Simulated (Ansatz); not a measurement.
# Cl on Cu(100): change of the work function, part 3 of 3

Wanted: Δφ(θ) for Cl/Cu(100), starting from the hollow site.

Ansatz 0.2.0; plane-wave DFT, PBE, Ansatz PAW.

So far, work function, upper face (eV): step 2 (the clean slab) 4.57; step 3 (17 atoms, coverage 0.25 ML, cell 2x2) 4.93.

### Step 4. Adsorbate added, k-mesh 12×12×1, coverage 1 ML

System of this step: Cl/Cu(100). The cell holds 5 atoms: 4 Cu and 1 Cl. Its edges and angles: a = 2.553 Å, b = 2.553 Å, c = 25.015 Å, α = 90.0°, β = 90.0°, γ = 90.0°. Vacuum lies along c.

Another coverage, to see how the dipoles act on each other as their distance changes.

Contents of input.yaml:

```yaml
crystal:
  lattice:
    - [2.5526554801, 0.0, 0.0]
    - [0.0, 2.5526554801, 0.0]
    - [0.0, 0.0, 25.0151666049]
  atoms:
    - { symbol: Cu, position: [0.5, 0.5, 0.3597817333] }
    - { symbol: Cu, position: [0.0, 0.0, 0.4319379587] }
    - { symbol: Cu, position: [0.5, 0.5, 0.5053466184] }
    - { symbol: Cu, position: [0.0, 0.0, 0.5763691119] }
    - { symbol: Cl, position: [0.5, 0.5, 0.6402182667] }
kpoints:
  mp_grid: { grid: [12, 12, 1] }
hamiltonian:
  xc: pbe
scf:
  occupations: { method: fermi_dirac, width: 0.1 }
  convergence: { dr2_threshold: 1.0e-08 }
efield:
  axis: 3
  dipole_correction: true
  ramp_position: 0.97
  ramp_width: 0.06
relax:
  f_tol: 0.02
  max_steps: 60
  constraints: [{ sites: [0, 1] }]
output:
  write_potential: true
  write_density: true
  volumetric_format: npy
```

The run is started by

```
$ ansatz run input.yaml --threads 4 --pin off --max-ram 6144MiB --backend cpu --events-out ev --progress --plain --runs-dir out
```

Numbers of over 12 decimals in the logs are rounded to 6 here.

The log of the run:

```text
[...]
Crystal: 5 atoms, lattice volume = 163.000 Å³
Basis set: ecut = 420 eV, 3207 PW (Γ), exchange–correlation on 36×36×360 points (8 copies of the dense FFT grid, shifted against one another)
Bands: 50, of which v1, the nominal top of the filled ones, is band 42 counted from 1 (41 counted from 0)
Symmetry: 8 space group operations
[...]
k-points: 28 of 144
[...]
SCF iter   1: F=—  HF=-27578.390742 eV  |F-HF|=—  |Δ(HF+E_count)|=         —  Δρ=6.60e-3  dr2=7.51e-1  ethr=1.77e-3  p=0.005 e·Å  D=5.09e-3 V/Å  ΔV_dip=-0.13 eV  dr2_dipole=2.92e-1  V_vac-E_F(+/−)=4.19/4.31 eV  ⟨swp⟩=10.4  Hψ=6648  notcnv=0  defer=14
[...]
SCF iter  12: F=-27578.377599 eV  HF=-27578.377599 eV  |F-HF|=1.58e-8  |Δ(HF+E_count)|=   1.51e-7  Δρ=1.74e-6  dr2=5.27e-9  ethr=1.20e-11  p=-0.008 e·Å  D=-8.90e-3 V/Å  ΔV_dip=0.22 eV  dr2_dipole=1.04e-9  V_vac-E_F(+/−)=4.74/4.52 eV  ⟨swp⟩=9.3  Hψ=9371  notcnv=0
SCF 1 converged in 12 iterations: F = -27578.377599 eV  dr2 = 5.27e-9
[...]
relax step   1: F+E_penalty+E_count = -27578.37759897 eV  Δ(F+E_penalty+E_count) = +0.000e0 eV  max|allowed force component| = 1.498e0 eV/Å  Δτ_max = 0.0000 Å  (12 SCF iters, accepted)
[...]
SCF iter  10: F=-27578.501234 eV  HF=-27578.501234 eV  |F-HF|=9.75e-8  |Δ(HF+E_count)|=   1.69e-7  Δρ=2.49e-6  dr2=7.49e-9  ethr=1.20e-11  p=-0.010 e·Å  D=-1.12e-2 V/Å  ΔV_dip=0.28 eV  dr2_dipole=1.48e-10  V_vac-E_F(+/−)=4.80/4.52 eV  ⟨swp⟩=9.7  Hψ=9703  notcnv=0
SCF 2 converged in 10 iterations: F = -27578.501234 eV  dr2 = 7.49e-9
relax step   2: F+E_penalty+E_count = -27578.50123435 eV  Δ(F+E_penalty+E_count) = -1.236e-1 eV  max|allowed force component| = 1.058e0 eV/Å  Δτ_max = 0.1271 Å  (10 SCF iters, accepted)
SCF iter   1: F=—  HF=-27578.651458 eV  |F-HF|=—  |Δ(HF+E_count)|=         —  Δρ=4.10e-3  dr2=4.74e-2  ethr=7.93e-4  p=-0.010 e·Å  D=-1.12e-2 V/Å  ΔV_dip=0.28 eV  dr2_dipole=1.35e-2  V_vac-E_F(+/−)=4.83/4.55 eV  ⟨swp⟩=5.2  Hψ=4094  notcnv=0  defer=51
[...]
SCF iter  11: F=-27578.645963 eV  HF=-27578.645963 eV  |F-HF|=4.43e-8  |Δ(HF+E_count)|=   4.34e-8  Δρ=1.96e-6  dr2=3.95e-9  ethr=1.20e-11  p=-0.016 e·Å  D=-1.74e-2 V/Å  ΔV_dip=0.43 eV  dr2_dipole=4.93e-11  V_vac-E_F(+/−)=4.94/4.51 eV  ⟨swp⟩=7.6  Hψ=9311  notcnv=0
SCF 3 converged in 11 iterations: F = -27578.645963 eV  dr2 = 3.95e-9
relax step   3: F+E_penalty+E_count = -27578.64596259 eV  Δ(F+E_penalty+E_count) = -1.447e-1 eV  max|allowed force component| = 4.373e-1 eV/Å  Δτ_max = 0.1959 Å  (11 SCF iters, accepted)
[...]
relax step   4: F+E_penalty+E_count = -27578.70320183 eV  Δ(F+E_penalty+E_count) = -5.724e-2 eV  max|allowed force component| = 1.643e-1 eV/Å  Δτ_max = 0.1943 Å  (10 SCF iters, accepted)
[...]
relax step   5: F+E_penalty+E_count = -27578.72303484 eV  Δ(F+E_penalty+E_count) = -1.983e-2 eV  max|allowed force component| = 4.269e-2 eV/Å  Δτ_max = 0.2000 Å  (10 SCF iters, accepted)
[...]
relax step   6: F+E_penalty+E_count = -27578.72592025 eV  Δ(F+E_penalty+E_count) = -2.885e-3 eV  max|allowed force component| = 3.048e-2 eV/Å  Δτ_max = 0.1466 Å  (9 SCF iters, accepted)
[...]
relax step   7: F+E_penalty+E_count = -27578.72585993 eV  Δ(F+E_penalty+E_count) = +6.032e-5 eV  max|allowed force component| = 4.128e-2 eV/Å  Δτ_max = 0.0144 Å  (9 SCF iters, rejected (line search))
SCF iter   1: F=—  HF=-27578.726044 eV  |F-HF|=—  |Δ(HF+E_count)|=         —  Δρ=3.98e-4  dr2=1.36e-4  ethr=1.78e-6  p=-0.038 e·Å  D=-4.18e-2 V/Å  ΔV_dip=1.05 eV  dr2_dipole=7.93e-6  V_vac-E_F(+/−)=5.52/4.47 eV  ⟨swp⟩=3.1  Hψ=3163  notcnv=0  defer=51
[...]
SCF iter   8: F=-27578.726001 eV  HF=-27578.726001 eV  |F-HF|=6.84e-10  |Δ(HF+E_count)|=   1.91e-8  Δρ=2.48e-6  dr2=9.36e-9  ethr=1.20e-11  p=-0.038 e·Å  D=-4.17e-2 V/Å  ΔV_dip=1.04 eV  dr2_dipole=1.69e-12  V_vac-E_F(+/−)=5.51/4.47 eV  ⟨swp⟩=8.9  Hψ=8812  notcnv=0
SCF 8 converged in 8 iterations: F = -27578.726001 eV  dr2 = 9.36e-9
relax step   8: F+E_penalty+E_count = -27578.72600121 eV  Δ(F+E_penalty+E_count) = -8.097e-5 eV  max|allowed force component| = 5.240e-4 eV/Å  Δτ_max = 0.0044 Å  (8 SCF iters, accepted)
[...]
WARN: The input density's exchange-correlation potential varies sharply where the density is thin. Do not read a vacuum level from v_tot or v_xc, or from such a field of the output density. On a cell that repeats whose density bears no net charge and no dipole along the vacuum's axis use v_es (v_loc + v_h of the components); under efield.dipole_correction with no amplitude use v_es + v_field, which holds any external [...]
SCF converged after 8 iterations
Free energy (F): -27578.726001 eV
[...]
Internal energy: -27578.665533 eV  (E = F + TS)
E sigma→0 (E₀):  -27578.695767 eV
Entropy (-TS):   -0.060468 eV (-12.094 meV/atom)
Fermi energy:    2.697970 eV
Dipole field:    D = -0.041686 V/Å  (p = -0.037551 e·Å, saw-weighted, corrected)
Work function:   Φ+ = 5.5130 eV   Φ− = 4.4703 eV
[...]
--- Forces (eV/Å), atoms counted from 1 ---
  atom   1  Cu    -0.00000000     0.00000000     0.13926350
  atom   2  Cu     0.00000000     0.00000000    -0.13978116
  atom   3  Cu    -0.00000000     0.00000000    -0.00039303
  atom   4  Cu    -0.00000000     0.00000000     0.00052402
  atom   5  Cl     0.00000000     0.00000000     0.00041628
  max |Σ_I F_I| component: 2.96e-5 eV/Å
--- Band table (eV; the first three rows and the last of 28) ---
  k-point 0: bands = [... 38 lower, 1.2417, 1.2417, 1.2527, 2.8411, 3.1010, 3.1010, 5.2055, 7.0664, ... 4 higher]
  k-point 1: bands = [... 38 lower, 1.2012, 1.2740, 1.2810, 2.2994, 3.1337, 3.1631, 5.4415, 7.2318, ... 4 higher]
  k-point 2: bands = [... 38 lower, 1.0817, 1.1509, 1.2696, 1.6163, 3.3385, 3.7616, 6.0560, 7.7275, ... 4 higher]
  k-point 27: bands = [... 38 lower, 1.5582, 1.6324, 5.1512, 5.1512, 7.2372, 7.2372, 7.3979, 9.9293, ... 4 higher]
--- Relaxed structure (8 steps of the walk, 7 accepted, 0 SCFs on fresh bases) ---
  F+E_penalty+E_count = -27578.72600121 eV   max|allowed force component| = 5.240e-4 eV/Å
  atoms:
    - { symbol: Cu, position: [0.5, 0.5, 0.3597817333] }
    - { symbol: Cu, position: [0.0, 0.0, 0.431938] }
    - { symbol: Cu, position: [0.5, 0.5, 0.505595] }
    - { symbol: Cu, position: [0, 0.0, 0.577083] }
    - { symbol: Cl, position: [0.5, 0.5, 0.674929] }
```

Wall time 13 s (4 threads of AMD EPYC 9R45, shared host); peak memory 0.62 GiB.

Step by step:

```
step  energy less that of the first step (eV)  largest force component (eV/Å)
   1                                   0.0000                          1.4981
   2                                  -0.1236                          1.0578
   3                                  -0.2684                          0.4373
   4                                  -0.3256                          0.1643
   5                                  -0.3454                          0.0427
   6                                  -0.3483                          0.0305
   7                                  -0.3483                          0.0413
   8                                  -0.3484                          0.0005
```

Relaxation step 7 was tried and not accepted.

The run keeps the 8 symmetry operations that it works with, so distortions that break them were not tested.

The atoms that moved most (Å):

```
atom     dx     dy     dz  length
 Cl5  0.000  0.000  0.868   0.868
 Cu4  0.000  0.000  0.018   0.018
 Cu3  0.000  0.000  0.006   0.006
```

The relaxed structure:

```xyz
5
Lattice="2.5527 0.0000 0.0000 0.0000 2.5527 0.0000 0.0000 0.0000 25.0152" Properties=species:S:1:pos:R:3
Cu    1.2763    1.2763    9.0000
Cu    0.0000    0.0000   10.8050
Cu    1.2763    1.2763   12.6475
Cu    0.0000    0.0000   14.4358
Cl    1.2763    1.2763   16.8835
```

Numbers from this step:

* energy at zero smearing: -27578.6958 eV
* work function, upper face: 5.513 eV
* work function, lower face: 4.470 eV
* dipole along the normal: -0.03755 e·Å
* step between the vacuum levels: 1.043 eV

Running mean over 1.805 Å of the planar mean; the ramp of the sawtooth is left out. Electron's electrostatic potential energy less the Fermi level against z:

z (Å), electron's electrostatic potential energy less the Fermi level (eV) and a bar from the least value:
```
        4       4.47 ############################
        5       4.47 ############################
        6       4.44 ############################
        7       4.00 ###########################
        8      -1.49 ###############
        9      -8.32 #
       10      -8.74 
       11      -8.72 
       12      -8.49 #
       13      -8.83 
       14      -8.82 
       15      -6.19 ######
       16      -3.26 ############
       17      -6.69 ####
       18       1.09 #####################
       19       5.33 ##############################
       20       5.51 ##############################
       21       5.51 ##############################
```

The relaxation took 8 steps and lowered the energy by 0.35 eV; the largest force on the free atoms ends at 5.2e-4 eV/Å.

The covered face has 5.51 eV, +0.94 eV against the clean one; the bare back face has moved by -0.11 eV, a measure of how thin the slab is.

### Step 5. Work function against coverage

This step: plane-wave DFT, PBE, Ansatz PAW; work function against coverage (Ansatz 0.2.0).

The runs are now put side by side.

This step gave:

```yaml
work_function_of_the_clean_face: 4.571 eV
largest_change_of_the_work_function: 0.9424 eV
```

Table of work function of the covered face by coverage:

```
coverage (adsorbates/nm²)  work function of the covered face (eV)
                     0.00                                    4.57
                     3.84                                    4.93
                    15.35                                    5.51
```

The dipole per adsorbate comes from the change of the cell's dipole. Coverage, by row:

```
coverage (1/nm²)  coverage (ML)  work function (eV)  change (eV)  dipole per adsorbate, positive end outwards (debye)  mean height of the added atoms over the highest substrate atom (Å)
           3.837           0.25               4.934       0.3629                                               -0.275                                                               1.695
           15.35              1               5.513       0.9424                                               -0.182                                                               2.448
```

### Step 6. What came out

* work function of the clean face: 4.57 eV
* work function at 0.25 ML: 4.93 eV
* work function at 1 ML: 5.51 eV
* dipole per adsorbate at 0.25 ML, positive end outwards: -0.28 D

What this shows: Cl raises the work function of Cu(100) at the lowest coverage, by 0.36 eV: the adsorbate layer has its negative end outwards. At the highest coverage the adsorbates are pressed to about 2.6 Å, closer than unbonded atoms of this kind usually come, so a real layer may not reach it. The slab has 4 layers, at the tabulated experimental lattice constant, one starting site was run, and quantum-size effects of a slab this thin can reach one or two tenths of an eV.

[Logs are printed without paths, hosts, clocks, repeated set-up lines and the standing remarks that a program may print on its own settings, such as how far it seeks lower states.]

[Hosts, paths, dates, database ids (printed as entryN), source tags and the programs' standing remarks are cut or masked in the printed files.]

[Maps of the electrostatic potential energy from Ansatz leave out the sawtooth potential of an applied field or a dipole correction, so their vacuum need not be flat; planar profiles and work functions include it.]
